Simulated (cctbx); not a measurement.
# What resolution and counting buy: CaCdGeTe4

Space group Pnma (no. 62), a = 14.5390 Å, b = 8.5700 Å, c = 6.5920 Å, α = 90.00°, β = 90.00°, γ = 90.00°.

| atom | mult. | x | y | z | Ueq (Å²) |
| --- | --- | --- | --- | --- | --- |
| Te1 | 8 | 0.8340 | 0.4497 | 0.2668 | 0.0067 |
| Te2 | 4 | 0.0917 | 3/4 | 0.2444 | 0.0079 |
| Te3 | 4 | 0.9427 | 3/4 | 0.7291 | 0.0060 |
| Cd1 | 4 | 1/2 | 1/2 | 1/2 | 0.0060 |
| Ge1 | 4 | 0.0936 | 3/4 | 0.5869 | 0.0076 |
| Ca1 | 4 | 0.2719 | 3/4 | 0.0129 | 0.0088 |

The model was made for the exercise: a known structure type with other elements put in, its volume estimated, not relaxed; displacement parameters are assumed.

Five simulated data sets (cctbx; Mo Kα, λ = 0.71073 Å; 1.5 % proportional error) differ in resolution or exposure (noise floor 15 counts in the first three, 8 in the last two). Each is refined with the right model, isotropic at 1.1 Å and anisotropic otherwise. How do the figures of merit and the uncertainties move?

| d min (Å) | top counts | ⟨I/σ⟩ (unmerged, absences included) | unique | param. (scale apart) | Rint | R1 | GooF | largest s.u. xyz (fractional) | s.u. U of Ca1 (Å²) | largest error (Å) |
| --- | --- | --- | --- | --- | --- | --- | --- | --- | --- | --- |
| 1.1 | 40000 | 20.1 | 351 | 17 | 0.018 | 0.0083 | 0.91 | 0.00020 | 0.0003 | 0.0013 |
| 0.84 | 40000 | 17.8 | 768 | 39 | 0.022 | 0.0099 | 0.94 | 0.00014 | 0.0004 | 0.0013 |
| 0.6 | 40000 | 13.2 | 2082 | 39 | 0.030 | 0.0139 | 0.93 | 0.00009 | 0.0002 | 0.0004 |
| 0.75 | 300 | 0.7 | 1078 | 39 | 0.543 | 0.1163 | 0.95 | 0.00407 | 0.0070 | 0.0837 |
| 0.75 | 3000 | 4.2 | 1078 | 39 | 0.106 | 0.0349 | 0.95 | 0.00055 | 0.0013 | 0.0113 |

The number of reflections grows roughly as 1/d³: 351, 768 and 2082 here. R1 follows the noise rather than the truth: at 300 counts it is 0.1163, at 3000 counts 0.0349, while GooF is 0.95 and 0.95: the weights 1/σ² carry the noise. The s.u. of U (U11 where anisotropic) for Ca1 goes 0.0003, 0.0004, 0.0002 Å² with resolution and 0.0070, 0.0013 Å² with exposure.

Hardware for the 0.6 Å refinement: 0.37 s on 1 thread of Arm Neoverse V2 (shared host), peak memory 0.09 GiB.
